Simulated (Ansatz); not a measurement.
# S on Ti(0001): change of the work function

Wanted: Δφ(θ) for S/Ti(0001), starting from the fcc site.

Program: Ansatz 0.2.0. Level of theory: plane-wave DFT, PBE, Ansatz PAW. Results are calculated unless marked as measured.

## (1) The structure

The cell holds 4 atoms: 4 Ti. Its edges and angles: a = 2.950 Å, b = 2.950 Å, c = 25.027 Å, α = 90.0°, β = 90.0°, γ = 60.0°. Vacuum lies along c.

## (2) The clean slab

The bare slab comes first, as the zero from which every change is counted. The two lowest layers are held at bulk places and the upper ones relax. The dipole correction removes the false field that a one-sided slab makes across the periodic vacuum, so each face gets a flat vacuum level of its own.

The input, input.yaml:

```yaml
crystal:
  lattice:
    - [2.95, 0.0, 0.0]
    - [1.475, 2.5547749412, 0.0]
    - [0.0, 0.0, 25.0269]
  atoms:
    - { symbol: Ti, position: [0.6666666667, 0.6666666667, 0.3596130564] }
    - { symbol: Ti, position: [0.0, 0.0, 0.4532043521] }
    - { symbol: Ti, position: [0.6666666667, 0.6666666667, 0.5467956479] }
    - { symbol: Ti, position: [0.0, 0.0, 0.6403869436] }
kpoints:
  mp_grid: { grid: [12, 12, 1] }
hamiltonian:
  xc: pbe
scf:
  occupations: { method: fermi_dirac, width: 0.1 }
  convergence: { dr2_threshold: 1.0e-08 }
efield:
  axis: 3
  dipole_correction: true
  ramp_position: 0.97
  ramp_width: 0.06
relax:
  f_tol: 0.02
  max_steps: 60
  constraints: [{ sites: [0, 1] }]
output:
  write_potential: true
  write_density: true
  volumetric_format: npy
```

Command:

```console
ansatz run input.yaml --threads 4 --pin off --max-ram 6144MiB --backend cpu --events-out ev --progress --plain --runs-dir out
```

Numbers of over 12 decimals in the logs are rounded to 6 here.

Output:

```text
Engine: ansatz 0.2.0, aarch64-unknown-linux-gnu
Pseudopotentials: kind: paw
Pseudopotential: Ti, paw, valence charge 12, recommended cutoff 420 eV (normal), Ti.paw.azcp
Functional definition: PBE
  parameter kappa = 0.804
  parameter beta = 0.066725
  exchange = pbe_x(kappa = kappa, mu = beta*pi^2/3)
  correlation = pbe_c(beta = beta)
Crystal: 4 atoms, lattice volume = 188.617 Å³
Basis set: ecut = 420 eV, 3611 PW (Γ), exchange–correlation on 40×40×360 points (8 copies of the dense FFT grid, shifted against one another)
Bands: 29, of which v1, the nominal top of the filled ones, is band 24 counted from 1 (23 counted from 0)
Symmetry: 6 space group operations
k-points: 19 of 144 (time reversal used)
Non-local potential: Ti, projectors of the file, l = 0: 3, l = 1: 2, l = 2: 3, l = 3: 1
PAW form: soft (Blöchl's): semilocal exchange-correlation on the pseudo side does not see the compensation charge
PAW one-centre angular grid: Ti, 590 points (default); XC on 64 Gauss nodes
Initial density: superposition of atomic densities (neutral atoms: chi_scale 0, normalization atom), corrected by the library's trained network
Initial wavefunctions: pseudopotential atomic-orbital guess
Functional: x = pbe(κ = 0.804, μ = 0.219515), c = pbe(β = 0.066725)
SCF iter   1: F=—  HF=-9996.827743 eV  |F-HF|=—  |Δ(HF+E_count)|=         —  Δρ=6.22e-3  dr2=3.89e-1  ethr=1.77e-3  p=0.000 e·Å  D=5.72e-14 V/Å  ΔV_dip=-0.00 eV  dr2_dipole=9.47e-6  V_vac-E_F(+/−)=4.09/4.09 eV  ⟨swp⟩=7.0  Hψ=5629  notcnv=0
efield: sawtooth ramp at fractional position 0.9700 (set: `efield.ramp_position`, or a place that a band, a saddle search or an elastic batch's reference lends), width 0.0600; the density the first Hamiltonian is built on has a dipole p = 0.000 e·Å; the dipole correction subtracts the counter field D = 5.72e-14 V/Å, which shifts the + side's vacuum level by -0.00 eV against the − side's; the planar-averaged density in the ramp window peaks in size at 3.0e-5 e/Å³
automatic band count: the SCF goes on with 34 bands, as 29 were too few: the levels above may hold too much charge
preconditioner: auto → LDOS  [metal: Δε(μ)=0.033 eV  Ē_g=2.762 eV  σ=0.100 eV  W_gap=0.08  n_scr=16 (ndim 8)  ℏωp=10.8 eV  f_vac=0.550  D(μ)=8.41/eV (n_scr^D=88)  β→1.0]
SCF iter   2: F=—  HF=-9996.820567 eV  |F-HF|=—  |Δ(HF+E_count)|=   7.18e-3  Δρ=2.07e-3  dr2=1.66e-2  ethr=8.11e-4  p=-0.000 e·Å  D=-3.83e-5 V/Å  ΔV_dip=0.00 eV  dr2_dipole=2.48e-6  V_vac-E_F(+/−)=4.36/4.36 eV  ⟨swp⟩=1.9  Hψ=850  notcnv=0
SCF iter   3: F=—  HF=-9996.820326 eV  |F-HF|=—  |Δ(HF+E_count)|=   2.41e-4  Δρ=7.15e-4  dr2=2.59e-3  ethr=3.45e-5  p=-0.000 e·Å  D=-4.47e-5 V/Å  ΔV_dip=0.00 eV  dr2_dipole=9.93e-8  V_vac-E_F(+/−)=4.36/4.36 eV  ⟨swp⟩=2.1  Hψ=828  notcnv=0
SCF iter   4: F=—  HF=-9996.820200 eV  |F-HF|=—  |Δ(HF+E_count)|=   1.26e-4  Δρ=1.83e-4  dr2=7.43e-5  ethr=5.40e-6  p=-0.000 e·Å  D=-7.23e-6 V/Å  ΔV_dip=0.00 eV  dr2_dipole=6.13e-7  V_vac-E_F(+/−)=4.39/4.39 eV  ⟨swp⟩=2.0  Hψ=788  notcnv=0
SCF iter   5: F=—  HF=-9996.820291 eV  |F-HF|=—  |Δ(HF+E_count)|=   9.13e-5  Δρ=1.05e-4  dr2=4.27e-5  ethr=1.55e-7  p=-0.000 e·Å  D=-6.02e-6 V/Å  ΔV_dip=0.00 eV  dr2_dipole=2.24e-9  V_vac-E_F(+/−)=4.40/4.40 eV  ⟨swp⟩=3.4  Hψ=1270  notcnv=0
SCF iter   6: F=—  HF=-9996.820298 eV  |F-HF|=—  |Δ(HF+E_count)|=   7.56e-6  Δρ=3.45e-5  dr2=6.91e-6  ethr=8.90e-8  p=0.000 e·Å  D=5.34e-6 V/Å  ΔV_dip=-0.00 eV  dr2_dipole=8.72e-12  V_vac-E_F(+/−)=4.41/4.41 eV  ⟨swp⟩=2.2  Hψ=859  notcnv=0
SCF iter   7: F=—  HF=-9996.820326 eV  |F-HF|=—  |Δ(HF+E_count)|=   2.71e-5  Δρ=9.74e-6  dr2=2.31e-7  ethr=1.44e-8  p=0.000 e·Å  D=4.34e-6 V/Å  ΔV_dip=-0.00 eV  dr2_dipole=2.28e-10  V_vac-E_F(+/−)=4.41/4.41 eV  ⟨swp⟩=1.5  Hψ=670  notcnv=0
SCF iter   8: F=—  HF=-9996.820326 eV  |F-HF|=—  |Δ(HF+E_count)|=   3.11e-7  Δρ=4.96e-6  dr2=7.06e-8  ethr=4.82e-10  p=0.000 e·Å  D=3.41e-6 V/Å  ΔV_dip=-0.00 eV  dr2_dipole=1.64e-11  V_vac-E_F(+/−)=4.41/4.41 eV  ⟨swp⟩=3.0  Hψ=1250  notcnv=0
SCF iter   9: F=-9996.820326 eV  HF=-9996.820326 eV  |F-HF|=4.71e-9  |Δ(HF+E_count)|=   1.10e-8  Δρ=1.31e-6  dr2=3.15e-9  ethr=2.08e-11  p=0.000 e·Å  D=1.86e-6 V/Å  ΔV_dip=-0.00 eV  dr2_dipole=2.32e-11  V_vac-E_F(+/−)=4.41/4.41 eV  ⟨swp⟩=7.9  Hψ=4137  notcnv=0
SCF 1 converged in 9 iterations: F = -9996.820326 eV  dr2 = 3.15e-9
  greatest PAW one-centre occupation: 0.999 electrons in one spin orbital (limit 2), on the Ti atom at site 2 (counted from 0), in its partial waves of l = 0
relax step   1: F+E_penalty+E_count = -9996.82032589 eV  Δ(F+E_penalty+E_count) = +0.000e0 eV  max|allowed force component| = 6.136e-1 eV/Å  Δτ_max = 0.0000 Å  (9 SCF iters, accepted)
Bands: 34, of which v1, the nominal top of the filled ones, is band 24 counted from 1 (23 counted from 0)
Initial density: handed on by an earlier stage of this run
Initial wavefunctions: those handed on with the density
SCF iter   1: F=—  HF=-9997.020720 eV  |F-HF|=—  |Δ(HF+E_count)|=         —  Δρ=1.54e-2  dr2=3.23e0  ethr=3.10e-3  p=0.000 e·Å  D=6.86e-7 V/Å  ΔV_dip=-0.00 eV  dr2_dipole=2.03e-1  V_vac-E_F(+/−)=4.45/4.45 eV  ⟨swp⟩=4.8  Hψ=1854  notcnv=0
efield: sawtooth ramp at fractional position 0.9700 (set: `efield.ramp_position`, or a place that a band, a saddle search or an elastic batch's reference lends), width 0.0600; the density the first Hamiltonian is built on has a dipole p = 0.000 e·Å; the dipole correction subtracts the counter field D = 6.86e-7 V/Å, which shifts the + side's vacuum level by -0.00 eV against the − side's; the planar-averaged density in the ramp window peaks in size at 8.7e-6 e/Å³
preconditioner: auto → LDOS  [metal: Δε(μ)=0.006 eV  Ē_g=2.864 eV  σ=0.100 eV  W_gap=0.02  n_scr=16 (ndim 8)  ℏωp=10.8 eV  f_vac=0.560  D(μ)=7.32/eV (n_scr^D=62)  β→1.0]
SCF iter   2: F=—  HF=-9996.896706 eV  |F-HF|=—  |Δ(HF+E_count)|=   1.24e-1  Δρ=7.26e-3  dr2=5.18e-1  ethr=3.10e-3  p=0.018 e·Å  D=1.74e-2 V/Å  ΔV_dip=-0.44 eV  dr2_dipole=8.81e-2  V_vac-E_F(+/−)=4.00/4.43 eV  ⟨swp⟩=2.1  Hψ=1128  notcnv=0
SCF iter   3: F=—  HF=-9996.864920 eV  |F-HF|=—  |Δ(HF+E_count)|=   3.18e-2  Δρ=2.42e-3  dr2=6.44e-2  ethr=1.08e-3  p=0.007 e·Å  D=6.93e-3 V/Å  ΔV_dip=-0.17 eV  dr2_dipole=1.04e-2  V_vac-E_F(+/−)=4.26/4.43 eV  ⟨swp⟩=2.1  Hψ=988  notcnv=0
SCF iter   4: F=—  HF=-9996.859779 eV  |F-HF|=—  |Δ(HF+E_count)|=   5.14e-3  Δρ=9.85e-4  dr2=8.07e-3  ethr=1.34e-4  p=0.007 e·Å  D=6.69e-3 V/Å  ΔV_dip=-0.17 eV  dr2_dipole=2.47e-3  V_vac-E_F(+/−)=4.26/4.43 eV  ⟨swp⟩=2.1  Hψ=974  notcnv=0
SCF iter   5: F=—  HF=-9996.859578 eV  |F-HF|=—  |Δ(HF+E_count)|=   2.01e-4  Δρ=1.72e-4  dr2=9.56e-5  ethr=1.68e-5  p=0.006 e·Å  D=5.68e-3 V/Å  ΔV_dip=-0.14 eV  dr2_dipole=1.68e-5  V_vac-E_F(+/−)=4.29/4.43 eV  ⟨swp⟩=1.9  Hψ=759  notcnv=0
SCF iter   6: F=—  HF=-9996.859605 eV  |F-HF|=—  |Δ(HF+E_count)|=   2.67e-5  Δρ=9.00e-5  dr2=6.59e-5  ethr=1.99e-7  p=0.005 e·Å  D=5.13e-3 V/Å  ΔV_dip=-0.13 eV  dr2_dipole=5.10e-6  V_vac-E_F(+/−)=4.30/4.43 eV  ⟨swp⟩=2.3  Hψ=888  notcnv=0
SCF iter   7: F=—  HF=-9996.859609 eV  |F-HF|=—  |Δ(HF+E_count)|=   4.29e-6  Δρ=5.04e-5  dr2=8.15e-6  ethr=1.37e-7  p=0.005 e·Å  D=4.68e-3 V/Å  ΔV_dip=-0.12 eV  dr2_dipole=1.86e-6  V_vac-E_F(+/−)=4.31/4.43 eV  ⟨swp⟩=1.7  Hψ=678  notcnv=0
SCF iter   8: F=—  HF=-9996.859637 eV  |F-HF|=—  |Δ(HF+E_count)|=   2.81e-5  Δρ=1.65e-5  dr2=1.25e-6  ethr=1.70e-8  p=0.005 e·Å  D=4.37e-3 V/Å  ΔV_dip=-0.11 eV  dr2_dipole=3.65e-8  V_vac-E_F(+/−)=4.32/4.43 eV  ⟨swp⟩=2.5  Hψ=1020  notcnv=0
SCF iter   9: F=—  HF=-9996.859637 eV  |F-HF|=—  |Δ(HF+E_count)|=   1.31e-7  Δρ=6.35e-6  dr2=1.44e-7  ethr=2.60e-9  p=0.004 e·Å  D=4.27e-3 V/Å  ΔV_dip=-0.11 eV  dr2_dipole=6.38e-9  V_vac-E_F(+/−)=4.32/4.43 eV  ⟨swp⟩=2.1  Hψ=812  notcnv=0
SCF iter  10: F=—  HF=-9996.859637 eV  |F-HF|=—  |Δ(HF+E_count)|=   2.22e-8  Δρ=1.76e-6  dr2=1.75e-8  ethr=3.00e-10  p=0.004 e·Å  D=4.25e-3 V/Å  ΔV_dip=-0.11 eV  dr2_dipole=1.64e-9  V_vac-E_F(+/−)=4.32/4.43 eV  ⟨swp⟩=2.6  Hψ=940  notcnv=0
SCF iter  11: F=-9996.859637 eV  HF=-9996.859637 eV  |F-HF|=6.80e-10  |Δ(HF+E_count)|=   7.38e-9  Δρ=6.03e-7  dr2=2.38e-9  ethr=2.08e-11  p=0.004 e·Å  D=4.24e-3 V/Å  ΔV_dip=-0.11 eV  dr2_dipole=4.72e-10  V_vac-E_F(+/−)=4.32/4.43 eV  ⟨swp⟩=9.3  Hψ=3723  notcnv=0
SCF 2 converged in 11 iterations: F = -9996.859637 eV  dr2 = 2.38e-9
  greatest PAW one-centre occupation: 0.999 electrons in one spin orbital (limit 2), on the Ti atom at site 1 (counted from 0), in its partial waves of l = 0
relax step   2: F+E_penalty+E_count = -9996.85963748 eV  Δ(F+E_penalty+E_count) = -3.931e-2 eV  max|allowed force component| = 4.318e-1 eV/Å  Δτ_max = 0.1956 Å  (11 SCF iters, accepted)
iter 1 solved again at ethr=1.59e-3 eV; its pass at ethr=3.10e-3 eV (dr2=7.66e-1 eV) is discarded
SCF iter   1: F=—  HF=-9996.908496 eV  |F-HF|=—  |Δ(HF+E_count)|=         —  Δρ=7.69e-3  dr2=8.62e-1  ethr=1.59e-3  p=0.004 e·Å  D=4.24e-3 V/Å  ΔV_dip=-0.11 eV  dr2_dipole=4.10e-2  V_vac-E_F(+/−)=4.31/4.42 eV  ⟨swp⟩=1.0  Hψ=2302  notcnv=0
efield: sawtooth ramp at fractional position 0.9700 (set: `efield.ramp_position`, or a place that a band, a saddle search or an elastic batch's reference lends), width 0.0600; the density the first Hamiltonian is built on has a dipole p = 0.004 e·Å; the dipole correction subtracts the counter field D = 4.24e-3 V/Å, which shifts the + side's vacuum level by -0.11 eV against the − side's; the planar-averaged density in the ramp window peaks in size at 7.3e-6 e/Å³
preconditioner: auto → LDOS  [metal: Δε(μ)=0.012 eV  Ē_g=2.791 eV  σ=0.100 eV  W_gap=0.03  n_scr=16 (ndim 8)  ℏωp=10.8 eV  f_vac=0.555  D(μ)=7.84/eV (n_scr^D=74)  β→1.0]
SCF iter   2: F=—  HF=-9996.881427 eV  |F-HF|=—  |Δ(HF+E_count)|=   2.71e-2  Δρ=3.90e-3  dr2=1.36e-1  ethr=1.59e-3  p=-0.001 e·Å  D=-1.03e-3 V/Å  ΔV_dip=0.03 eV  dr2_dipole=2.98e-5  V_vac-E_F(+/−)=4.46/4.44 eV  ⟨swp⟩=2.1  Hψ=803  notcnv=0
SCF iter   3: F=—  HF=-9996.876840 eV  |F-HF|=—  |Δ(HF+E_count)|=   4.59e-3  Δρ=1.02e-3  dr2=7.96e-3  ethr=2.84e-4  p=0.001 e·Å  D=1.33e-3 V/Å  ΔV_dip=-0.03 eV  dr2_dipole=4.47e-4  V_vac-E_F(+/−)=4.39/4.43 eV  ⟨swp⟩=2.0  Hψ=893  notcnv=0
SCF iter   4: F=—  HF=-9996.876296 eV  |F-HF|=—  |Δ(HF+E_count)|=   5.45e-4  Δρ=2.15e-4  dr2=1.88e-4  ethr=1.66e-5  p=0.001 e·Å  D=1.32e-3 V/Å  ΔV_dip=-0.03 eV  dr2_dipole=4.33e-5  V_vac-E_F(+/−)=4.39/4.43 eV  ⟨swp⟩=2.0  Hψ=779  notcnv=0
SCF iter   5: F=—  HF=-9996.876318 eV  |F-HF|=—  |Δ(HF+E_count)|=   2.22e-5  Δρ=8.59e-5  dr2=4.19e-5  ethr=3.92e-7  p=0.002 e·Å  D=1.54e-3 V/Å  ΔV_dip=-0.04 eV  dr2_dipole=6.00e-6  V_vac-E_F(+/−)=4.39/4.42 eV  ⟨swp⟩=2.3  Hψ=960  notcnv=0
SCF iter   6: F=—  HF=-9996.876352 eV  |F-HF|=—  |Δ(HF+E_count)|=   3.46e-5  Δρ=3.19e-5  dr2=6.27e-6  ethr=8.73e-8  p=0.002 e·Å  D=1.75e-3 V/Å  ΔV_dip=-0.04 eV  dr2_dipole=2.46e-7  V_vac-E_F(+/−)=4.38/4.42 eV  ⟨swp⟩=2.0  Hψ=797  notcnv=0
SCF iter   7: F=—  HF=-9996.876383 eV  |F-HF|=—  |Δ(HF+E_count)|=   3.10e-5  Δρ=1.32e-5  dr2=9.84e-7  ethr=1.31e-8  p=0.002 e·Å  D=1.88e-3 V/Å  ΔV_dip=-0.05 eV  dr2_dipole=1.32e-7  V_vac-E_F(+/−)=4.38/4.42 eV  ⟨swp⟩=2.1  Hψ=797  notcnv=0
SCF iter   8: F=—  HF=-9996.876384 eV  |F-HF|=—  |Δ(HF+E_count)|=   1.86e-7  Δρ=5.15e-6  dr2=2.27e-7  ethr=2.05e-9  p=0.002 e·Å  D=1.96e-3 V/Å  ΔV_dip=-0.05 eV  dr2_dipole=1.80e-8  V_vac-E_F(+/−)=4.37/4.42 eV  ⟨swp⟩=2.1  Hψ=827  notcnv=0
SCF iter   9: F=-9996.876384 eV  HF=-9996.876384 eV  |F-HF|=5.99e-9  |Δ(HF+E_count)|=   1.35e-8  Δρ=1.63e-6  dr2=7.70e-9  ethr=2.08e-11  p=0.002 e·Å  D=1.99e-3 V/Å  ΔV_dip=-0.05 eV  dr2_dipole=3.72e-10  V_vac-E_F(+/−)=4.37/4.42 eV  ⟨swp⟩=8.6  Hψ=4536  notcnv=0
SCF 3 converged in 9 iterations: F = -9996.876384 eV  dr2 = 7.70e-9
relax step   3: F+E_penalty+E_count = -9996.87638356 eV  Δ(F+E_penalty+E_count) = -1.675e-2 eV  max|allowed force component| = 1.190e-2 eV/Å  Δτ_max = 0.0899 Å  (9 SCF iters, accepted)
NSCF: frozen V_eff on 19 k-points
the band table was solved once a step of the walk had ended and its energy, with any forces and stress, was formed, with the checks that follow a solve (2893 applications of the Hamiltonian). They found nothing against the state; the energy, forces and stress were not computed again (output.eigenvalues in the input reference)
WARN: The input density's exchange-correlation potential varies sharply where the density is thin. Do not read a vacuum level from v_tot or v_xc, or from such a field of the output density. On a cell that repeats whose density bears no net charge and no dipole along the vacuum's axis use v_es (v_loc + v_h of the components); under efield.dipole_correction with no amplitude use v_es + v_field, which holds any external [...]
SCF converged after 9 iterations
Free energy (F): -9996.876384 eV
Harris-Foulkes:  -9996.876384 eV  (|F-HF|=5.99e-9)
Internal energy: -9996.623465 eV  (E = F + TS)
E sigma→0 (E₀):  -9996.749924 eV
Entropy (-TS):   -0.252919 eV (-63.230 meV/atom)
Fermi energy:    2.290332 eV
Dipole field:    D = 0.002018 V/Å  (p = 0.002103 e·Å, saw-weighted, corrected)
Work function:   Φ+ = 4.3729 eV   Φ− = 4.4234 eV
Levels:          The Fermi level and band energies are counted from a zero that moves with the ramp; work functions are not
--- Per-component energies (eV) ---
  E_band       = -1160.708078
  E_kinetic    = 1085.706682
  E_local      = -50168.130411  (includes V_loc(G=0)·N_el)
  E_nonlocal   = 34.277158
  E_hartree    = 24527.750938
  E_xc         = -386.964371
  E_vxc        = -483.802243  (∫ρ·V_xc dr)
  E_paw        = -4190.770098  (= ΣΔE_a)
  E_vpaw       = -684.249601  (= ΣTr[D̂ρ^β])
  E_aug_tail   = 0.000492  (compensation charges beyond the density's cutoff)
  E_efield     = 0.000002  (sawtooth field / dipole correction)
  E_vefield    = 0.000915  (∫n·V_field dr)
  E_ewald      = 19101.506143
  E_smearing   = -0.252919  (= −TS)
  E_closure    = -0.000000  (closes the sum)
  Σ components = -9996.876384   (vs F -9996.876384, Δ=0.00e0)
--- Forces (eV/Å), atoms counted from 1 ---
  atom   1  Ti     0.00000000     0.00000000     0.60717111
  atom   2  Ti    -0.00000000    -0.00000000    -0.58698447
  atom   3  Ti     0.00000000     0.00000000    -0.00824529
  atom   4  Ti     0.00000000    -0.00000000    -0.01190263
  max |Σ_I F_I| component: 3.87e-5 eV/Å
--- Band table (eV; the first three rows and the last of 19) ---
  k-point 0: bands = [... 20 lower, 2.0512, 2.2819, 2.7160, 2.7943, 2.9364, 2.9364, 3.0094, 3.0094, ... 6 higher]
  k-point 1: bands = [... 20 lower, 1.9894, 2.2496, 2.5399, 2.6448, 2.8456, 2.9373, 3.0405, 3.0898, ... 6 higher]
  k-point 2: bands = [... 20 lower, 1.7486, 2.0197, 2.1514, 2.4575, 2.5617, 2.7274, 3.0024, 3.2370, ... 6 higher]
  k-point 18: bands = [... 20 lower, 1.1279, 1.5089, 1.5929, 2.2386, 2.2466, 2.3803, 2.4174, 2.5706, ... 6 higher]
--- Relaxed structure (3 steps of the walk, 3 accepted, 0 SCFs on fresh bases) ---
  F+E_penalty+E_count = -9996.87638356 eV   max|allowed force component| = 1.190e-2 eV/Å
  atoms:
    - { symbol: Ti, position: [0.666667, 0.666667, 0.3596130564] }
    - { symbol: Ti, position: [0.0, 0.0, 0.4532043521] }
    - { symbol: Ti, position: [0.666667, 0.666667, 0.549513] }
    - { symbol: Ti, position: [0, 0, 0.636167] }
```

Elapsed: 7.7 s, on 4 threads of Arm Neoverse V2, shared host; peak memory 0.51 GiB; 29 s of CPU time.

Relaxation path:

```
step  energy less that of the first step (eV)  largest force component (eV/Å)
   1                                   0.0000                          0.6136
   2                                  -0.0393                          0.4318
   3                                  -0.0561                          0.0119
```

Forces are held to the 6 operations that the run works with; a distortion that breaks them can't arise in this run.

The atoms that moved most (Å):

| atom | dx | dy | dz | length |
| --- | --- | --- | --- | --- |
| Ti4 | 0.000 | 0.000 | -0.106 | 0.106 |
| Ti3 | 0.000 | 0.000 | 0.068 | 0.068 |

The relaxed structure:

```xyz
4
Lattice="2.9500 0.0000 0.0000 1.4750 2.5548 0.0000 0.0000 0.0000 25.0269" Properties=species:S:1:pos:R:3
Ti    2.9500    1.7032    9.0000
Ti    0.0000    0.0000   11.3423
Ti    2.9500    1.7032   13.7526
Ti    0.0000    0.0000   15.9213
```

This step gave:

```
energy at zero smearing        : -9996.7499 eV
work function, upper face      : 4.373 eV
work function, lower face      : 4.423 eV
dipole along the normal        : 0.002103 e·Å
step between the vacuum levels : -0.05050 eV
```

Running mean over 2.342 Å of the planar mean; the ramp of the sawtooth is left out. Electron's electrostatic potential energy less the Fermi level against z:

```
z (Å)  electron's electrostatic potential energy less the Fermi level (eV)
  3.5                                                                 4.42
  4.0                                                                 4.42
  4.5                                                                 4.42
  5.0                                                                 4.40
  5.5                                                                 4.36
  6.0                                                                 4.24
  6.5                                                                 3.89
  7.0                                                                 2.89
  7.5                                                                0.393
  8.0                                                                -3.13
  8.5                                                                -5.88
  9.0                                                                -6.74
  9.5                                                                -6.71
 10.0                                                                -6.59
 10.5                                                                -6.56
 11.0                                                                -6.58
 11.5                                                                -6.56
 12.0                                                                -6.38
 12.5                                                                -6.24
 13.0                                                                -6.32
 13.5                                                                -6.57
 14.0                                                                -6.94
 14.5                                                                -7.53
 15.0                                                                -7.68
 15.5                                                                -7.32
 16.0                                                                -6.81
 16.5                                                                -5.57
 17.0                                                                -2.61
 17.5                                                                0.849
 18.0                                                                 3.07
 18.5                                                                 3.92
 19.0                                                                 4.22
 19.5                                                                 4.32
 20.0                                                                 4.36
 20.5                                                                 4.37
 21.0                                                                 4.37
 21.5                                                                 4.37
```

The relaxation took 3 steps and lowered the energy by 0.056 eV; the largest force on the free atoms ends at 0.012 eV/Å.

The work function of the upper face is 4.37 eV.

(Continued in part 2 of 3.)

[Logs are printed without paths, hosts, clocks, repeated set-up lines and the standing remarks that a program may print on its own settings, such as how far it seeks lower states.]

[Hosts, paths, dates, database ids (printed as entryN), source tags and the programs' standing remarks are cut or masked in the printed files.]

[Maps of the electrostatic potential energy from Ansatz leave out the sawtooth potential of an applied field or a dipole correction, so their vacuum need not be flat; planar profiles and work functions include it.]
